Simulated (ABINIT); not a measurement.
# GaBiSe3 (Pm-3m): zone-centre phonons, part 3 of 4

Aim: the zone-centre modes of GaBiSe3 (Pm-3m).

ABINIT 10.8.3; DFT LDA, scalar-relativistic, plane waves, HGH norm-conserving pseudopotentials.

So far. Step 6 (Ground state): The cell stands at -1.1 GPa: the relaxation ran with a smoothed and higher cutoff, and the difference is a stress of the finite basis. Step 7 (Linear response at Γ): The acoustic modes at Γ come out as far as 3.0 cm⁻¹ from zero, where they should vanish, a small numerical error. The lowest optical mode is imaginary, 103i cm⁻¹, an instability at this level and on this k mesh. The relaxed cell has a = 4.832 Å (conventional setting).

The structure was built from a prototype and need not be the compound's stable phase.

## 8. Zone-centre analysis

anaddb reads the merged derivatives and imposes the acoustic sum rule.

Input file anaddb.abi:

```
ddb_filepath "gamma_DDB"
output_file "anaddb.abo"
outdata_prefix "anaddb"
asr 1
chneut 1
enunit 2
eivec 1
nph1l 1
qph1l 0.0 0.0 0.0 1.0
```

Input file mrgddb.in:

```
gamma_DDB
merged
2
dfpt_gammao_DDB
gso_DDB
```

The run is started by

```sh
$ mrgddb < mrgddb.in > mrgddb.log
$ OMP_NUM_THREADS=1 anaddb anaddb.abi > anaddb.log
```

anaddb.abo, the main output file:

```text
-outvars_anaddb: echo values of input variables ----------------------

 Miscellaneous information :
      enunit         2
       eivec         1
         asr         1
 First list of wavevector (reduced coord.) :
       nph1l         1
       qph1l
                     0.00000000E+00  0.00000000E+00  0.00000000E+00    1.000E+00

================================================================================

 read the DDB information and perform some checks

  ==== Info on the Cryst% object ====
 Real(R)+Recip(G) space primitive vectors, cartesian coordinates (Bohr,Bohr^-1):
 R(1)=  9.1311562  0.0000000  0.0000000  G(1)=  0.1095152  0.0000000  0.0000000
 R(2)=  0.0000000  9.1311562  0.0000000  G(2)=  0.0000000  0.1095152  0.0000000
 R(3)=  0.0000000  0.0000000  9.1311562  G(3)=  0.0000000  0.0000000  0.1095152
 Unit cell volume ucvol=  7.6133765E+02 bohr^3
 Angles (23,13,12)=  9.00000000E+01  9.00000000E+01  9.00000000E+01 degrees
 Time-reversal symmetry is present
 Reduced atomic positions [iatom, xred, symbol]:
    1)    0.0000000  0.0000000  0.0000000  Bi
    2)    0.5000000  0.5000000  0.5000000  Ga
    3)    0.5000000  0.5000000  0.0000000  Se
    4)    0.5000000  0.0000000  0.5000000  Se
    5)    0.0000000  0.5000000  0.5000000  Se

 DDB file with 3 blocks has been read.

================================================================================

 Treat the first list of vectors

  Phonon wavevector (reduced coordinates) :  0.00000  0.00000  0.00000
 Phonon energies in Hartree :
  -4.707171E-04 -4.707171E-04 -4.707171E-04 -4.285241E-04 -4.285241E-04
  -4.285241E-04 -3.759823E-05 -3.759823E-05 -3.759823E-05  1.359602E-08
   1.376312E-08  1.425265E-08  1.072765E-03  1.072765E-03  1.072765E-03
 Phonon energies in meV     :
- -1.280887E+01 -1.280887E+01 -1.280887E+01 -1.166073E+01 -1.166073E+01
- -1.166073E+01 -1.023100E+00 -1.023100E+00 -1.023100E+00  3.699666E-04
-  3.745135E-04  3.878344E-04  2.919142E+01  2.919142E+01  2.919142E+01
 Phonon frequencies in cm-1    :
- -1.033105E+02 -1.033105E+02 -1.033105E+02 -9.405016E+01 -9.405016E+01
- -9.405016E+01 -8.251858E+00 -8.251858E+00 -8.251858E+00  2.983982E-03
-  3.020655E-03  3.128095E-03  2.354447E+02  2.354447E+02  2.354447E+02
 Phonon frequencies in Thz     :
- -3.097170E+00 -3.097170E+00 -3.097170E+00 -2.819553E+00 -2.819553E+00
- -2.819553E+00 -2.473845E-01 -2.473845E-01 -2.473845E-01  8.945754E-05
-  9.055696E-05  9.377793E-05  7.058455E+00  7.058455E+00  7.058455E+00
 Phonon energies in Kelvin  :
- -1.486407E+02 -1.486407E+02 -1.486407E+02 -1.353172E+02 -1.353172E+02
- -1.353172E+02 -1.187258E+01 -1.187258E+01 -1.187258E+01  4.293285E-03
-  4.346049E-03  4.500631E-03  3.387524E+02  3.387524E+02  3.387524E+02

 Eigendisplacements
 (will be given, for each mode : in cartesian coordinates
   for each atom the real part of the displacement vector,
   then the imaginary part of the displacement vector - absolute values smaller than 1.0d-7 are set to zero)
  Mode number    1   Energy   -4.707171E-04
 Attention : low frequency mode.
   (Could be unstable or acoustic mode)
-  1  0.00000000E+00  0.00000000E+00  9.88179398E-04
-     0.00000000E+00  0.00000000E+00  0.00000000E+00
-  2  0.00000000E+00  0.00000000E+00  4.64400767E-04
-     0.00000000E+00  0.00000000E+00  0.00000000E+00
-  3  0.00000000E+00  0.00000000E+00 -1.43855096E-04
-     0.00000000E+00  0.00000000E+00  0.00000000E+00
-  4  0.00000000E+00  0.00000000E+00 -1.44082852E-03
-     0.00000000E+00  0.00000000E+00  0.00000000E+00
-  5  0.00000000E+00  0.00000000E+00 -1.44082852E-03
-     0.00000000E+00  0.00000000E+00  0.00000000E+00
  Mode number    2   Energy   -4.707171E-04
 Attention : low frequency mode.
   (Could be unstable or acoustic mode)
-  1  0.00000000E+00  9.88179398E-04  0.00000000E+00
-     0.00000000E+00  0.00000000E+00  0.00000000E+00
-  2  0.00000000E+00  4.64400767E-04  0.00000000E+00
-     0.00000000E+00  0.00000000E+00  0.00000000E+00
-  3  0.00000000E+00 -1.44082852E-03  0.00000000E+00
-     0.00000000E+00  0.00000000E+00  0.00000000E+00
-  4  0.00000000E+00 -1.43855096E-04  0.00000000E+00
-     0.00000000E+00  0.00000000E+00  0.00000000E+00
-  5  0.00000000E+00 -1.44082852E-03  0.00000000E+00
-     0.00000000E+00  0.00000000E+00  0.00000000E+00
  Mode number    3   Energy   -4.707171E-04
 Attention : low frequency mode.
   (Could be unstable or acoustic mode)
-  1  9.88179398E-04  0.00000000E+00  0.00000000E+00
-     0.00000000E+00  0.00000000E+00  0.00000000E+00
-  2  4.64400767E-04  0.00000000E+00  0.00000000E+00
-     0.00000000E+00  0.00000000E+00  0.00000000E+00
-  3 -1.44082852E-03  0.00000000E+00  0.00000000E+00
-     0.00000000E+00  0.00000000E+00  0.00000000E+00
-  4 -1.44082852E-03  0.00000000E+00  0.00000000E+00
-     0.00000000E+00  0.00000000E+00  0.00000000E+00
-  5 -1.43855096E-04  0.00000000E+00  0.00000000E+00
-     0.00000000E+00  0.00000000E+00  0.00000000E+00
  Mode number    4   Energy   -4.285241E-04
 Attention : low frequency mode.
   (Could be unstable or acoustic mode)
-  1  0.00000000E+00  0.00000000E+00  0.00000000E+00
-     0.00000000E+00  0.00000000E+00  0.00000000E+00
-  2  0.00000000E+00  0.00000000E+00  0.00000000E+00
-     0.00000000E+00  0.00000000E+00  0.00000000E+00
-  3  0.00000000E+00  0.00000000E+00  0.00000000E+00
-     0.00000000E+00  0.00000000E+00  0.00000000E+00
-  4  0.00000000E+00  0.00000000E+00  1.86380890E-03
-     0.00000000E+00  0.00000000E+00  0.00000000E+00
-  5  0.00000000E+00  0.00000000E+00 -1.86380890E-03
-     0.00000000E+00  0.00000000E+00  0.00000000E+00
  Mode number    5   Energy   -4.285241E-04
 Attention : low frequency mode.
   (Could be unstable or acoustic mode)
-  1  0.00000000E+00  0.00000000E+00  0.00000000E+00
-     0.00000000E+00  0.00000000E+00  0.00000000E+00
-  2  0.00000000E+00  0.00000000E+00  0.00000000E+00
-     0.00000000E+00  0.00000000E+00  0.00000000E+00
-  3  0.00000000E+00 -1.86380890E-03  0.00000000E+00
-     0.00000000E+00  0.00000000E+00  0.00000000E+00
-  4  0.00000000E+00  0.00000000E+00  0.00000000E+00
-     0.00000000E+00  0.00000000E+00  0.00000000E+00
-  5  0.00000000E+00  1.86380890E-03  0.00000000E+00
-     0.00000000E+00  0.00000000E+00  0.00000000E+00
  Mode number    6   Energy   -4.285241E-04
 Attention : low frequency mode.
   (Could be unstable or acoustic mode)
-  1  0.00000000E+00  0.00000000E+00  0.00000000E+00
-     0.00000000E+00  0.00000000E+00  0.00000000E+00
-  2  0.00000000E+00  0.00000000E+00  0.00000000E+00
-     0.00000000E+00  0.00000000E+00  0.00000000E+00
-  3  1.86380890E-03  0.00000000E+00  0.00000000E+00
-     0.00000000E+00  0.00000000E+00  0.00000000E+00
-  4 -1.86380890E-03  0.00000000E+00  0.00000000E+00
-     0.00000000E+00  0.00000000E+00  0.00000000E+00
-  5  0.00000000E+00  0.00000000E+00  0.00000000E+00
-     0.00000000E+00  0.00000000E+00  0.00000000E+00
  Mode number    7   Energy   -3.759823E-05
 Attention : low frequency mode.
   (Could be unstable or acoustic mode)
-  1  0.00000000E+00  0.00000000E+00 -7.63593813E-04
-     0.00000000E+00  0.00000000E+00  0.00000000E+00
-  2  0.00000000E+00  0.00000000E+00  2.05436601E-03
-     0.00000000E+00  0.00000000E+00  0.00000000E+00
-  3  0.00000000E+00  0.00000000E+00  1.12269837E-03
-     0.00000000E+00  0.00000000E+00  0.00000000E+00
-  4  0.00000000E+00  0.00000000E+00 -4.56733579E-04
-     0.00000000E+00  0.00000000E+00  0.00000000E+00
-  5  0.00000000E+00  0.00000000E+00 -4.56733579E-04
-     0.00000000E+00  0.00000000E+00  0.00000000E+00
  Mode number    8   Energy   -3.759823E-05
 Attention : low frequency mode.
   (Could be unstable or acoustic mode)
-  1  0.00000000E+00  7.63593813E-04  0.00000000E+00
-     0.00000000E+00  0.00000000E+00  0.00000000E+00
-  2  0.00000000E+00 -2.05436601E-03  0.00000000E+00
-     0.00000000E+00  0.00000000E+00  0.00000000E+00
-  3  0.00000000E+00  4.56733579E-04  0.00000000E+00
-     0.00000000E+00  0.00000000E+00  0.00000000E+00
-  4  0.00000000E+00 -1.12269837E-03  0.00000000E+00
-     0.00000000E+00  0.00000000E+00  0.00000000E+00
-  5  0.00000000E+00  4.56733579E-04  0.00000000E+00
-     0.00000000E+00  0.00000000E+00  0.00000000E+00
  Mode number    9   Energy   -3.759823E-05
 Attention : low frequency mode.
   (Could be unstable or acoustic mode)
-  1  7.63593813E-04  0.00000000E+00  0.00000000E+00
-     0.00000000E+00  0.00000000E+00  0.00000000E+00
-  2 -2.05436601E-03  0.00000000E+00  0.00000000E+00
-     0.00000000E+00  0.00000000E+00  0.00000000E+00
-  3  4.56733579E-04  0.00000000E+00  0.00000000E+00
-     0.00000000E+00  0.00000000E+00  0.00000000E+00
-  4  4.56733579E-04  0.00000000E+00  0.00000000E+00
-     0.00000000E+00  0.00000000E+00  0.00000000E+00
-  5 -1.12269837E-03  0.00000000E+00  0.00000000E+00
-     0.00000000E+00  0.00000000E+00  0.00000000E+00
  Mode number   10   Energy    1.359602E-08
 Attention : low frequency mode.
   (Could be unstable or acoustic mode)
-  1  0.00000000E+00  0.00000000E+00 -1.03177267E-03
-     0.00000000E+00  0.00000000E+00  0.00000000E+00
-  2  0.00000000E+00  0.00000000E+00 -1.03081085E-03
-     0.00000000E+00  0.00000000E+00  0.00000000E+00
-  3  0.00000000E+00  0.00000000E+00 -1.03111338E-03
-     0.00000000E+00  0.00000000E+00  0.00000000E+00
-  4  0.00000000E+00  0.00000000E+00 -1.03164637E-03
-     0.00000000E+00  0.00000000E+00  0.00000000E+00
-  5  0.00000000E+00  0.00000000E+00 -1.03164637E-03
-     0.00000000E+00  0.00000000E+00  0.00000000E+00
  Mode number   11   Energy    1.376312E-08
 Attention : low frequency mode.
   (Could be unstable or acoustic mode)
-  1  0.00000000E+00 -1.03177267E-03  0.00000000E+00
-     0.00000000E+00  0.00000000E+00  0.00000000E+00
-  2  0.00000000E+00 -1.03081085E-03  0.00000000E+00
-     0.00000000E+00  0.00000000E+00  0.00000000E+00
-  3  0.00000000E+00 -1.03164637E-03  0.00000000E+00
-     0.00000000E+00  0.00000000E+00  0.00000000E+00
-  4  0.00000000E+00 -1.03111338E-03  0.00000000E+00
-     0.00000000E+00  0.00000000E+00  0.00000000E+00
-  5  0.00000000E+00 -1.03164637E-03  0.00000000E+00
-     0.00000000E+00  0.00000000E+00  0.00000000E+00
  Mode number   12   Energy    1.425265E-08
 Attention : low frequency mode.
   (Could be unstable or acoustic mode)
-  1  1.03177267E-03  0.00000000E+00  0.00000000E+00
-     0.00000000E+00  0.00000000E+00  0.00000000E+00
-  2  1.03081085E-03  0.00000000E+00  0.00000000E+00
-     0.00000000E+00  0.00000000E+00  0.00000000E+00
-  3  1.03164637E-03  0.00000000E+00  0.00000000E+00
-     0.00000000E+00  0.00000000E+00  0.00000000E+00
-  4  1.03164637E-03  0.00000000E+00  0.00000000E+00
-     0.00000000E+00  0.00000000E+00  0.00000000E+00
-  5  1.03111338E-03  0.00000000E+00  0.00000000E+00
-     0.00000000E+00  0.00000000E+00  0.00000000E+00
  Mode number   13   Energy    1.072765E-03
-  1  0.00000000E+00  0.00000000E+00  3.00321805E-05
-     0.00000000E+00  0.00000000E+00  0.00000000E+00
-  2  0.00000000E+00  0.00000000E+00  1.53926340E-03
-     0.00000000E+00  0.00000000E+00  0.00000000E+00
-  3  0.00000000E+00  0.00000000E+00 -2.14551311E-03
-     0.00000000E+00  0.00000000E+00  0.00000000E+00
-  4  0.00000000E+00  0.00000000E+00  3.53407700E-04
-     0.00000000E+00  0.00000000E+00  0.00000000E+00
-  5  0.00000000E+00  0.00000000E+00  3.53407700E-04
-     0.00000000E+00  0.00000000E+00  0.00000000E+00
  Mode number   14   Energy    1.072765E-03
-  1  0.00000000E+00 -3.00321805E-05  0.00000000E+00
-     0.00000000E+00  0.00000000E+00  0.00000000E+00
-  2  0.00000000E+00 -1.53926340E-03  0.00000000E+00
-     0.00000000E+00  0.00000000E+00  0.00000000E+00
-  3  0.00000000E+00 -3.53407700E-04  0.00000000E+00
-     0.00000000E+00  0.00000000E+00  0.00000000E+00
-  4  0.00000000E+00  2.14551311E-03  0.00000000E+00
-     0.00000000E+00  0.00000000E+00  0.00000000E+00
-  5  0.00000000E+00 -3.53407700E-04  0.00000000E+00
-     0.00000000E+00  0.00000000E+00  0.00000000E+00
  Mode number   15   Energy    1.072765E-03
-  1  3.00321805E-05  0.00000000E+00  0.00000000E+00
-     0.00000000E+00  0.00000000E+00  0.00000000E+00
-  2  1.53926340E-03  0.00000000E+00  0.00000000E+00
-     0.00000000E+00  0.00000000E+00  0.00000000E+00
-  3  3.53407700E-04  0.00000000E+00  0.00000000E+00
-     0.00000000E+00  0.00000000E+00  0.00000000E+00
-  4  3.53407700E-04  0.00000000E+00  0.00000000E+00
-     0.00000000E+00  0.00000000E+00  0.00000000E+00
-  5 -2.14551311E-03  0.00000000E+00  0.00000000E+00
-     0.00000000E+00  0.00000000E+00  0.00000000E+00

 Analysis of degeneracies and characters (maximum tolerance=1.00E-06 a.u.)
 For each vibration mode, or group of modes if degenerate,
 the characters are given for each symmetry operation (see the list in the log file).
 Symmetry characters of vibration mode #   1
       degenerate with vibration modes #   2 to    3
  3.0 -3.0 -1.0  1.0 -1.0  1.0 -1.0  1.0  1.0 -1.0 -1.0  1.0  1.0 -1.0 -1.0  1.0
 -0.0  0.0 -0.0  0.0  0.0 -0.0  0.0 -0.0  1.0 -1.0 -1.0  1.0 -1.0  1.0  1.0 -1.0
 -0.0  0.0  0.0 -0.0  0.0 -0.0 -0.0  0.0  1.0 -1.0  1.0 -1.0 -1.0  1.0 -1.0  1.0
 Symmetry characters of vibration mode #   4
       degenerate with vibration modes #   5 to    6
  3.0 -3.0 -1.0  1.0 -1.0  1.0 -1.0  1.0 -1.0  1.0  1.0 -1.0 -1.0  1.0  1.0 -1.0
 -0.0  0.0 -0.0  0.0  0.0 -0.0  0.0 -0.0 -1.0  1.0  1.0 -1.0  1.0 -1.0 -1.0  1.0
 -0.0  0.0  0.0 -0.0  0.0 -0.0 -0.0  0.0 -1.0  1.0 -1.0  1.0  1.0 -1.0  1.0 -1.0
 Symmetry characters of vibration mode #   7
       degenerate with vibration modes #   8 to    9
  3.0 -3.0 -1.0  1.0 -1.0  1.0 -1.0  1.0  1.0 -1.0 -1.0  1.0  1.0 -1.0 -1.0  1.0
  0.0 -0.0 -0.0  0.0  0.0 -0.0 -0.0  0.0  1.0 -1.0 -1.0  1.0 -1.0  1.0  1.0 -1.0
  0.0 -0.0  0.0 -0.0 -0.0  0.0 -0.0  0.0  1.0 -1.0  1.0 -1.0 -1.0  1.0 -1.0  1.0
 Symmetry characters of vibration mode #  10
       degenerate with vibration modes #  11 to   12
  3.0 -3.0 -1.0  1.0 -1.0  1.0 -1.0  1.0  1.0 -1.0 -1.0  1.0  1.0 -1.0 -1.0  1.0
  0.0 -0.0 -0.0  0.0 -0.0  0.0  0.0 -0.0  1.0 -1.0 -1.0  1.0 -1.0  1.0  1.0 -1.0
  0.0 -0.0 -0.0  0.0  0.0 -0.0 -0.0  0.0  1.0 -1.0  1.0 -1.0 -1.0  1.0 -1.0  1.0
 Symmetry characters of vibration mode #  13
       degenerate with vibration modes #  14 to   15
  3.0 -3.0 -1.0  1.0 -1.0  1.0 -1.0  1.0  1.0 -1.0 -1.0  1.0  1.0 -1.0 -1.0  1.0
  0.0 -0.0  0.0 -0.0 -0.0  0.0 -0.0  0.0  1.0 -1.0 -1.0  1.0 -1.0  1.0  1.0 -1.0
  0.0 -0.0 -0.0  0.0 -0.0  0.0  0.0 -0.0  1.0 -1.0  1.0 -1.0 -1.0  1.0 -1.0  1.0
-
```

Run time: 0.51 s. Hardware: 1 thread of Arm Neoverse V2, shared host.

Read from the output:

| Property | Result |
| --- | --- |
| highest optical zone-centre mode (no LO-TO term) | 235.4 cm⁻¹ |

No LO-TO term; unit eigenvectors of the mass-weighted matrix, from anaddb's displacements. The modes at Γ (shares of kinetic energy by element, %) (negative means imaginary):

| mode | frequency (cm⁻¹) | symmetry | Bi % | Ga % | Se % |
| --- | --- | --- | --- | --- | --- |
| 1 | -103.3 | T1u | 37 | 3 | 60 |
| 2 | -103.3 | T1u | 37 | 3 | 60 |
| 3 | -103.3 | T1u | 37 | 3 | 60 |
| 4 | -94.1 | T2u | 0 | 0 | 100 |
| 5 | -94.1 | T2u | 0 | 0 | 100 |
| 6 | -94.1 | T2u | 0 | 0 | 100 |
| 7 | -8.3 | T1u | 22 | 54 | 24 |
| 8 | -8.3 | T1u | 22 | 54 | 24 |
| 9 | -8.3 | T1u | 22 | 54 | 24 |
| 10 | 0.0 | acoustic | 41 | 14 | 46 |
| 11 | 0.0 | acoustic | 41 | 14 | 46 |
| 12 | 0.0 | acoustic | 41 | 14 | 46 |
| 13 | 235.4 | T1u | 0 | 30 | 70 |
| 14 | 235.4 | T1u | 0 | 30 | 70 |
| 15 | 235.4 | T1u | 0 | 30 | 70 |

Displacements in mode 3 (-103.3 cm⁻¹), the largest set to 1:
```
Bi1  0.69  0.00  0.00
Ga2  0.32  0.00  0.00
Se3 -1.00  0.00  0.00
Se4 -1.00  0.00  0.00
Se5 -0.10  0.00  0.00
```

Displacements in mode 15 (235.4 cm⁻¹), the largest set to 1:
```
Bi1  0.01  0.00  0.00
Ga2  0.72  0.00  0.00
Se3  0.16  0.00  0.00
Se4  0.16  0.00  0.00
Se5 -1.00  0.00  0.00
```

The rule also moves an optical mode by 0.3 cm⁻¹.

[end of part 3 of 4]

[Host names and launcher messages were left out of these logs when they were recorded.]

[Logs are printed without paths, hosts, clocks, repeated set-up lines and the standing remarks that a program may print on its own settings, such as how far it seeks lower states.]

[Hosts, paths, dates, database ids (printed as entryN), source tags and the programs' standing remarks are cut or masked in the printed files.]
